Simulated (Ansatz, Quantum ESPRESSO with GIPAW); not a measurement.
# C2H8IN: from the crystal structure to its NMR spectrum

The task is to compute NMR shifts of C2H8IN site by site and to simulate its spectra.

Program: Quantum ESPRESSO with GIPAW 8.0dev (patched build). Level of theory: DFT, PBEsol, plane-wave PAW (pslibrary 1.0.0 recipes), scalar-relativistic, GIPAW; a patched development version of the program. Results are calculated unless marked as measured.

## (1) The structure

It takes space group C2/m (No. 12, monoclinic). The conventional cell has a = 11.093 Å, b = 10.062 Å, c = 5.548 Å, α = 90.00°, β = 110.11°, γ = 90.00°. Nearest to I lie 2 H at 2.45 Å. Nearest to N lie 2 H at 1.06 Å and 2 C at 1.48 Å. C has 3 H at 1.10 Å and 1 N at 1.48 Å nearest. H has 1 C at 1.10 Å nearest. Nearest to H lie 1 C at 1.10 Å. Nearest to H lie 1 C at 1.10 Å. Farther neighbours and most contacts between anions are not listed.

The cell is a computed entry of the Materials Project; it need not be the form that is stable at ambient conditions.

This structure had its atoms relaxed beforehand (DFT, PBEsol, plane-wave PAW (pslibrary 1.0.0 recipes), Quantum ESPRESSO with GIPAW), starting from the database entry, since shieldings follow bond lengths closely.

## (2) Self-consistent run

First the ground state. The response equations take the occupied wavefunctions as exact, so conv_thr is set much tighter than for an energy. No empty states are asked for: the response is solved without them. The mesh has a spacing of 0.31 Å⁻¹ at most. The PAW files were made with ld1.x from the pslibrary 1.0.0 recipes, with GIPAW reconstruction switched on.

Input file run_scf.py:

```python
from ase import Atoms
from ase.calculators.espresso import Espresso, EspressoProfile

atoms = Atoms(
    ['I', 'I', 'N', 'N', 'C', 'C', 'C', 'C', 'H', 'H', 'H', 'H', 'H', 'H', 'H', 'H', 'H', 'H', 'H', 'H', 'H', 'H', 'H', 'H'],
    cell=[
        [5.54626800, -5.03079300, 0.00000000],
        [5.54626800, 5.03079300, 0.00000000],
        [-1.90708400, 0.00000000, 5.20956100],
    ],
    scaled_positions=[
        [0.78275899, 0.78275899, 0.05291623],
        [0.21724101, 0.21724101, 0.94708377],
        [0.79010553, 0.20989447, 0.50000000],
        [0.20989447, 0.79010553, 0.50000000],
        [0.22307819, 0.64065551, 0.63510752],
        [0.64065551, 0.22307819, 0.63510752],
        [0.77692181, 0.35934449, 0.36489248],
        [0.35934449, 0.77692181, 0.36489248],
        [0.11217418, 0.66176151, 0.73819629],
        [0.66176151, 0.11217418, 0.73819629],
        [0.88782582, 0.33823849, 0.26180371],
        [0.33823849, 0.88782582, 0.26180371],
        [0.20993830, 0.50705144, 0.49264734],
        [0.50705144, 0.20993830, 0.49264734],
        [0.79006170, 0.49294856, 0.50735266],
        [0.49294856, 0.79006170, 0.50735266],
        [0.35904020, 0.64519479, 0.77166293],
        [0.64519479, 0.35904020, 0.77166293],
        [0.64095980, 0.35480521, 0.22833707],
        [0.35480521, 0.64095980, 0.22833707],
        [0.08012470, 0.78659481, 0.36587283],
        [0.78659481, 0.08012470, 0.36587283],
        [0.91987530, 0.21340519, 0.63412717],
        [0.21340519, 0.91987530, 0.63412717],
    ],
    pbc=True,
)
atoms.calc = Espresso(
    profile=EspressoProfile(command='mpirun -np 4 pw.x -nk 4', pseudo_dir='./'),
    pseudopotentials={
        'I': 'I.pbesol-n-kjpaw_psl.1.0.0-gipaw.UPF',
        'N': 'N.pbesol-n-kjpaw_psl.1.0.0-gipaw.UPF',
        'C': 'C.pbesol-n-kjpaw_psl.1.0.0-gipaw.UPF',
        'H': 'H.pbesol-kjpaw_psl.1.0.0-gipaw.UPF',
    },
    input_data={
        'control': {'calculation': 'scf', 'prefix': 'x', 'outdir': './tmp/'},
        'system': {'ecutwfc': 55, 'ecutrho': 340, 'nbnd': 28},
        'electrons': {'conv_thr': 1.0e-10, 'mixing_beta': 0.7, 'electron_maxstep': 100},
    },
    kpts=(3, 3, 4),
    koffset=(0, 0, 0),
)
print('energy', atoms.get_potential_energy(), 'eV')
```

ASE writes espresso.pwi from it and starts pw.x, whose log goes to espresso.pwo.

Command:

```console
$ python run_scf.py
```

What it wrote:

```text
Warning: card &CELL ignored
Warning: card &FCP ignored
Warning: card &RISM ignored
[...]
as large as its charge; the limit is 4.5
     Functions over the limit replaced by smooth ones with the moment of the charge, as mend_augmentation asks: 1
[...]
as large as its charge; the limit is 4.5
     Functions over the limit replaced by smooth ones with the moment of the charge, as mend_augmentation asks: 2
     This moves results (see INPUT_PW). Waves and levels in the save fit builds from 8.0dev_s219 on
     using ibrav=0 with symmetry is DISCOURAGED, use correct ibrav instead

     bravais-lattice index     =            0
     lattice parameter (alat)  =      14.1502  a.u.
     unit-cell volume          =    1961.8465 (a.u.)^3
     number of atoms/cell      =           24
     number of atomic types    =            4
     number of electrons       =        56.00
     number of Kohn-Sham states=           28
     kinetic-energy cutoff     =      55.0000  Ry
     charge density cutoff     =     340.0000  Ry
     scf convergence threshold =      1.0E-10
     mixing beta               =       0.7000
     number of iterations used =            8  plain     mixing
     Exchange-correlation= SLA-PW-PSX-PSC
                           (   1   4  10   8   0   0   0)
[...]
I                 7.00   126.90447     I ( 1.00)
     N                 5.00    14.00700     N ( 1.00)
     C                 4.00    12.01100     C ( 1.00)
     H                 1.00     1.00800     H ( 1.00)

      4 Sym. Ops., with inversion, found
[...]
number of k points=    14
[...]
Dense  grid:   207671 G-vectors     FFT dimensions: (  90,  90,  64)

     Smooth grid:   108125 G-vectors     FFT dimensions: (  72,  72,  50)

     Check: negative core charge=   -0.000005

     Initial potential from superposition of free atoms

     starting charge      55.9995, renormalised to      56.0000
     Starting wfcs are   48 randomized atomic wfcs

     Self-consistent Calculation

     iteration #  1     ecut=    55.00 Ry     beta= 0.70
     Davidson diagonalization with overlap
     ethr =  1.00E-02,  avg # of iterations =  2.0

     total energy              =    -892.38106378 Ry
     estimated scf accuracy    <       1.68240904 Ry

     iteration #  2     ecut=    55.00 Ry     beta= 0.70
     Davidson diagonalization with overlap
     ethr =  3.00E-03,  avg # of iterations =  2.0

     total energy              =    -892.72765373 Ry
     estimated scf accuracy    <       0.32234649 Ry

     iteration #  3     ecut=    55.00 Ry     beta= 0.70
     Davidson diagonalization with overlap
     ethr =  5.76E-04,  avg # of iterations =  2.0

     total energy              =    -892.78398702 Ry
     estimated scf accuracy    <       0.01705624 Ry

[...]
total energy              =    -892.78777452 Ry
[...]
iteration # 12     ecut=    55.00 Ry     beta= 0.70
     Davidson diagonalization with overlap
     ethr =  5.00E-12,  avg # of iterations =  3.4

     total energy              =    -892.78777452 Ry
     estimated scf accuracy    <          1.5E-10 Ry

     iteration # 13     ecut=    55.00 Ry     beta= 0.70
     Davidson diagonalization with overlap
     ethr =  2.66E-13,  avg # of iterations =  4.9

     End of self-consistent calculation
     [one-electron energies left out]

!    total energy              =    -892.78777452 Ry
     total all-electron energy =    -28994.652697 Ry
     estimated scf accuracy    <          2.1E-12 Ry

     The total energy is the sum of the following terms:
     one-electron contribution =     -99.40466304 Ry
     hartree contribution      =      67.08080882 Ry
     xc contribution           =     -72.10632064 Ry
     ewald contribution        =     -68.46377190 Ry
     one-center paw contrib.   =    -719.89382776 Ry

     convergence has been achieved in  13 iterations
[...]
JOB DONE.
```

Run time: 67 s. Hardware: 4 MPI ranks of Arm Neoverse V1, shared host; peak memory 1.6 GiB.

It converged in 13 cycles to an estimated accuracy of 2e-12 Ry, on 14 irreducible k-points.

## (3) Shieldings

A uniform field breaks periodicity, so gipaw.x applies it as a wave of small q and takes the limit. It solves for the first-order states, builds the induced current and gets the field at each nucleus by Biot–Savart; the PAW spheres add what the smooth waves miss near the nuclei. pawproj makes the reconstruction use the PAW data sets' own projectors.

Input file nmr.in:

```
&inputgipaw
  job = 'nmr'
  prefix = 'x'
  tmp_dir = './tmp/'
  restart_mode = 'from_scratch'
  verbosity = 'low'
  q_gipaw = 0.01
  spline_ps = .true.
  conv_threshold = 1.0d-11
  use_nmr_macroscopic_shape = .false.
  pawproj(1) = .true.
  pawproj(2) = .true.
  pawproj(3) = .true.
  pawproj(4) = .true.
/
```

Command:

```console
$ mpirun -np 4 gipaw.x -in nmr.in > nmr.out
```

What it wrote:

```text
[banner, memory and clock lines left out]
[a note of our patched build left out]

     Parallelizing q-star over 1 images

     IMPORTANT: XC functional enforced from input :
     Exchange-correlation= PBESOL
                           (   1   4  10   8   0   0   0)
     Any further DFT definition will be discarded
     Please, verify this is what you really want

     In I.pbesol-n-kjpaw_psl.1.0.0-gipaw.UPF the largest augmentation function (projectors 1 and 4, L = 1) is 6.5 times
     as large as its charge; the limit is 4.5
     Functions over the limit replaced by smooth ones with the moment of the charge, as in the saved run: 1

     In N.pbesol-n-kjpaw_psl.1.0.0-gipaw.UPF the largest augmentation function (projectors 1 and 4, L = 1) is 9.4 times
     as large as its charge; the limit is 4.5
     Functions over the limit replaced by smooth ones with the moment of the charge, as in the saved run: 2

     Check: negative core charge=   -0.000005
[...]
projs nearly linearly dependent: l=0  n1,n2= 1, 2  s=  0.99970544
[...]
alpha_pv=     38.5676 eV

     spline_ps is .false., expect some extrapolation errors

     q-space interpolation up to    66.00 Rydberg

     GIPAW job: nmr
     NMR macroscopic correction: no
[...]
Computing the magnetic susceptibility     isolve=0    ethr=  0.1000E-10
     Starting from scratch
     k-point #    1 of    14      pool #  1    cpu time:       1.9
[...]
End of magnetic susceptibility calculation

     f-sum rule (1st term):
           -56.3305          0.0000          0.0116
             0.0000        -56.3271          0.0000
             0.0115         -0.0000        -56.3233

     f-sum rule (2nd term):
            -0.3239         -0.0000         -0.0111
             0.0000         -0.3275         -0.0000
            -0.0111         -0.0000         -0.3323

     f-sum rule (should be   -56.6541):
           -56.6544          0.0000          0.0004
             0.0000        -56.6545          0.0000
             0.0004         -0.0000        -56.6556

[... susceptibilities left out ...]
     Contributions to the NMR chemical shifts: -------------------------------

     Macroscopic shape contribution in ppm:                    0.00
             0.0000          0.0000          0.0000
             0.0000          0.0000          0.0000
             0.0000          0.0000          0.0000

     Core contribution in ppm:

     Atom  1  I   pos: (  1.146084 -0.000000  0.036815)  core sigma:        5695.55
     Atom  2  I   pos: (  0.080607 -0.000000  0.658907)  core sigma:        5695.55
     Atom  3  N   pos: (  0.613346 -0.389814  0.347861)  core sigma:         235.22
     Atom  4  N   pos: (  0.613346  0.389814  0.347861)  core sigma:         235.22
     Atom  5  C   pos: (  0.478005  0.280549  0.441859)  core sigma:         199.99
     Atom  6  C   pos: (  0.478005 -0.280549  0.441859)  core sigma:         199.99
     Atom  7  C   pos: (  0.748687 -0.280549  0.253864)  core sigma:         199.99
     Atom  8  C   pos: (  0.748687  0.280549  0.253864)  core sigma:         199.99
     Atom  9  H   pos: (  0.385237  0.369239  0.513580)  core sigma:           0.00
     Atom 10  H   pos: (  0.385237 -0.369239  0.513580)  core sigma:           0.00
     Atom 11  H   pos: (  0.841454 -0.369239  0.182143)  core sigma:           0.00
     Atom 12  H   pos: (  0.841454  0.369239  0.182143)  core sigma:           0.00
     Atom 13  H   pos: (  0.405596  0.199615  0.342746)  core sigma:           0.00
     Atom 14  H   pos: (  0.405596 -0.199615  0.342746)  core sigma:           0.00
     Atom 15  H   pos: (  0.821096 -0.199615  0.352977)  core sigma:           0.00
     Atom 16  H   pos: (  0.821096  0.199615  0.352977)  core sigma:           0.00
     Atom 17  H   pos: (  0.547294  0.192253  0.536863)  core sigma:           0.00
     Atom 18  H   pos: (  0.547294 -0.192253  0.536863)  core sigma:           0.00
[...]
Atom 23  H   pos: (  0.677905 -0.474641  0.441176)  core sigma:           0.00
     Atom 24  H   pos: (  0.677905  0.474641  0.441176)  core sigma:           0.00

     Bare contribution in ppm:

     Atom  1  I   pos: (  1.146084 -0.000000  0.036815)  bare sigma:          58.67
[...]
Atom  2  I   pos: (  0.080607 -0.000000  0.658907)  bare sigma:          58.67
[...]
Atom  3  N   pos: (  0.613346 -0.389814  0.347861)  bare sigma:          27.37
[...]
Atom  4  N   pos: (  0.613346  0.389814  0.347861)  bare sigma:          27.37
[...]
Atom  5  C   pos: (  0.478005  0.280549  0.441859)  bare sigma:          -9.59
[...]
Atom  6  C   pos: (  0.478005 -0.280549  0.441859)  bare sigma:          -9.59
[...]
Atom  7  C   pos: (  0.748687 -0.280549  0.253864)  bare sigma:          -9.59
[...]
Atom  8  C   pos: (  0.748687  0.280549  0.253864)  bare sigma:          -9.59
[...]
Atom  9  H   pos: (  0.385237  0.369239  0.513580)  bare sigma:          18.67
[...]
Atom 10  H   pos: (  0.385237 -0.369239  0.513580)  bare sigma:          18.67
[...]
Atom  3  N   pos: (  0.613346 -0.389814  0.347861)  para_lq sigma:         -46.93
[...]
Atom  4  N   pos: (  0.613346  0.389814  0.347861)  para_lq sigma:         -46.93
[...]
Atom  5  C   pos: (  0.478005  0.280549  0.441859)  para_lq sigma:         -24.30
[...]
Atom  6  C   pos: (  0.478005 -0.280549  0.441859)  para_lq sigma:         -24.30
[...]
Atom  7  C   pos: (  0.748687 -0.280549  0.253864)  para_lq sigma:         -24.30
[...]
Atom  8  C   pos: (  0.748687  0.280549  0.253864)  para_lq sigma:         -24.30
[...]
Atom  9  H   pos: (  0.385237  0.369239  0.513580)  para_lq sigma:           0.00
[...]
Atom 10  H   pos: (  0.385237 -0.369239  0.513580)  para_lq sigma:           0.00
[...]
Atom 11  H   pos: (  0.841454 -0.369239  0.182143)  para_lq sigma:           0.00
[...]
Atom 12  H   pos: (  0.841454  0.369239  0.182143)  para_lq sigma:           0.00
[...]
Atom 13  H   pos: (  0.405596  0.199615  0.342746)  para_lq sigma:           0.00
[...]
Atom 14  H   pos: (  0.405596 -0.199615  0.342746)  para_lq sigma:           0.00
[...]
Atom 15  H   pos: (  0.821096 -0.199615  0.352977)  para_lq sigma:           0.00
[...]
Atom 16  H   pos: (  0.821096  0.199615  0.352977)  para_lq sigma:           0.00
[...]
Atom 17  H   pos: (  0.547294  0.192253  0.536863)  para_lq sigma:           0.00
[...]
Atom 18  H   pos: (  0.547294 -0.192253  0.536863)  para_lq sigma:           0.00
[...]
Atom 23  H   pos: (  0.677905 -0.474641  0.441176)  para_lq sigma:           0.00
[...]
Atom 24  H   pos: (  0.677905  0.474641  0.441176)  para_lq sigma:           0.00
[...]
Total NMR chemical shifts in ppm: ---------------------------------------
     (adopting the Simpson convention for anisotropy and asymmetry)-----------

     Atom  1  I   pos: (  1.146084 -0.000000  0.036815)  Total sigma:        4875.53
          4772.2441          0.0000        196.3458
             0.0000       4932.8221          0.0000
           194.6092          0.0000       4921.5246

     I       1    anisotropy:   -356.83    eta:    0.5183
[...]
Atom  2  I   pos: (  0.080607 -0.000000  0.658907)  Total sigma:        4875.53
[... its tensor is left out ...]
     Atom  3  N   pos: (  0.613346 -0.389814  0.347861)  Total sigma:         175.19
           166.6619          0.0000         13.2592
             0.0000        181.5979         -0.0000
            13.1412          0.0000        177.3245

     N       3    anisotropy:    -26.16    eta:    0.2656
[...]
Atom  4  N   pos: (  0.613346  0.389814  0.347861)  Total sigma:         175.19
[... its tensor is left out ...]
     Atom  5  C   pos: (  0.478005  0.280549  0.441859)  Total sigma:         131.38
           140.7278         13.1081        -21.4245
            17.4941        128.2504        -12.4337
           -20.8614         -8.6242        125.1492

     C       5    anisotropy:     50.27    eta:    0.2516
[...]
Atom  6  C   pos: (  0.478005 -0.280549  0.441859)  Total sigma:         131.38
[... its tensor is left out ...]
     Atom  7  C   pos: (  0.748687 -0.280549  0.253864)  Total sigma:         131.38
[... its tensor is left out ...]
     Atom  8  C   pos: (  0.748687  0.280549  0.253864)  Total sigma:         131.38
[... its tensor is left out ...]
     Atom  9  H   pos: (  0.385237  0.369239  0.513580)  Total sigma:          19.75
            21.8089         -2.2486         -4.9859
            -1.0255         18.4789          1.3462
            -5.0322          2.3880         18.9745

     H       9    anisotropy:      9.90    eta:    0.4120
[...]
Atom 10  H   pos: (  0.385237 -0.369239  0.513580)  Total sigma:          19.75
[... its tensor is left out ...]
     Atom 11  H   pos: (  0.841454 -0.369239  0.182143)  Total sigma:          19.75
[... its tensor is left out ...]
     Atom 12  H   pos: (  0.841454  0.369239  0.182143)  Total sigma:          19.75
[... its tensor is left out ...]
     Atom 13  H   pos: (  0.405596  0.199615  0.342746)  Total sigma:          20.20
            20.4809          4.2453          1.9412
             4.2380         19.4938          2.6235
             1.2871          1.8559         20.6385

     H      13    anisotropy:      8.25    eta:    0.6638
[...]
Atom 14  H   pos: (  0.405596 -0.199615  0.342746)  Total sigma:          20.20
[... its tensor is left out ...]
     Atom 15  H   pos: (  0.821096 -0.199615  0.352977)  Total sigma:          20.20
[... its tensor is left out ...]
     Atom 16  H   pos: (  0.821096  0.199615  0.352977)  Total sigma:          20.20
[... its tensor is left out ...]
     Atom 17  H   pos: (  0.547294  0.192253  0.536863)  Total sigma:          20.49
            19.8205         -0.2546          0.7519
            -1.2013         20.1839         -4.2922
             1.8518         -4.2763         21.4654

     H      17    anisotropy:      7.56    eta:    0.5971
[...]
Atom 18  H   pos: (  0.547294 -0.192253  0.536863)  Total sigma:          20.49
[... its tensor is left out ...]
     Atom 19  H   pos: (  0.679398 -0.192253  0.158859)  Total sigma:          20.49
[... its tensor is left out ...]
     Atom 20  H   pos: (  0.679398  0.192253  0.158859)  Total sigma:          20.49
[... its tensor is left out ...]
     Atom 21  H   pos: (  0.548787  0.474641  0.254546)  Total sigma:          13.97
             9.7773         -8.3766          8.2620
            -8.6249         15.6431        -13.0187
             8.0640        -12.3694         16.4854

     H      21    anisotropy:     30.65    eta:    0.0542
[...]
Atom 22  H   pos: (  0.548787 -0.474641  0.254546)  Total sigma:          13.97
[... its tensor is left out ...]
     Atom 23  H   pos: (  0.677905 -0.474641  0.441176)  Total sigma:          13.97
[... its tensor is left out ...]
     Atom 24  H   pos: (  0.677905  0.474641  0.441176)  Total sigma:          13.97
[... its tensor is left out ...]
```

The job ended after 12 min (4 MPI ranks; peak memory 0.93 GiB; 48 min of CPU time).

The f-sum rule is met to 0.0015 of 56.7 (0.003 %). Converged shieldings require that this miss be small, but a small miss does not prove them. This build smooths some augmentation functions of the files as it reads them, which, it says, moves results; by how much was not measured here.

From the symmetric part of each tensor, with principal values σ11 ≤ σ22 ≤ σ33: σ_iso is their mean, the span is σ33 − σ11 and the skew 3(σ_iso − σ22)/span. (gipaw.x prints an anisotropy in another convention.)

| site | atom no. | atoms in cell | σ_iso (ppm) | span (ppm) | skew |
| --- | --- | --- | --- | --- | --- |
| I | 1 | 2 | 4876 | 418 | -0.41 |
| N | 3 | 2 | 175.2 | 28.5 | -0.67 |
| C | 5 | 4 | 131.4 | 54.5 | 0.69 |
| H(1) | 9 | 4 | 19.75 | 11.25 | 0.52 |
| H(2) | 13 | 4 | 20.20 | 10.07 | 0.28 |
| H(3) | 17 | 4 | 20.49 | 9.07 | 0.34 |
| H(4) | 21 | 4 | 13.97 | 31.20 | 0.93 |

The macroscopic shape term is switched off. For a spherical sample the valence susceptibility of this run would add about 7 ppm to every site, a rough estimate, since the susceptibility converges slowly and lacks part of the PAW terms. Differences within the crystal don't depend on it, but shieldings of different compounds can't be compared to better than a few ppm without it.

In this run the largest span among the lighter atoms is that of C (site symmetry 1), with principal values 110.4, 118.8 and 164.9 ppm.

How the isotropic values are made up (ppm). The core part is that of the free atom's core; bare is the current of the smooth valence states; the last two are what the PAW spheres add to the diamagnetic and the paramagnetic current:

| site | core | bare | reconstruction, dia | reconstruction, para |
| --- | --- | --- | --- | --- |
| I | 5695.6 | 58.7 | -2.0 | -876.7 |
| N | 235.2 | 27.4 | 7.1 | -94.5 |
| C | 200.0 | -9.6 | 4.7 | -63.7 |
| H(1) | 0.0 | 18.7 | 1.1 | 0.0 |
| H(2) | 0.0 | 19.1 | 1.1 | 0.0 |
| H(3) | 0.0 | 19.4 | 1.1 | 0.0 |
| H(4) | 0.0 | 13.0 | 1.0 | 0.0 |

[end of part 1 of 2]

[Banner, clock, file and message-heading lines were taken out of the pw.x and gipaw.x logs.]

[Logs are printed without paths, hosts, clocks, repeated set-up lines and the standing remarks that a program may print on its own settings, such as how far it seeks lower states.]

[Hosts, paths, dates, database ids (printed as entryN), source tags and the programs' standing remarks are cut or masked in the printed files.]

[Where no reference line passes its bar on scatter, no shift is given, so a measured shift of this compound may stand uncompared.]
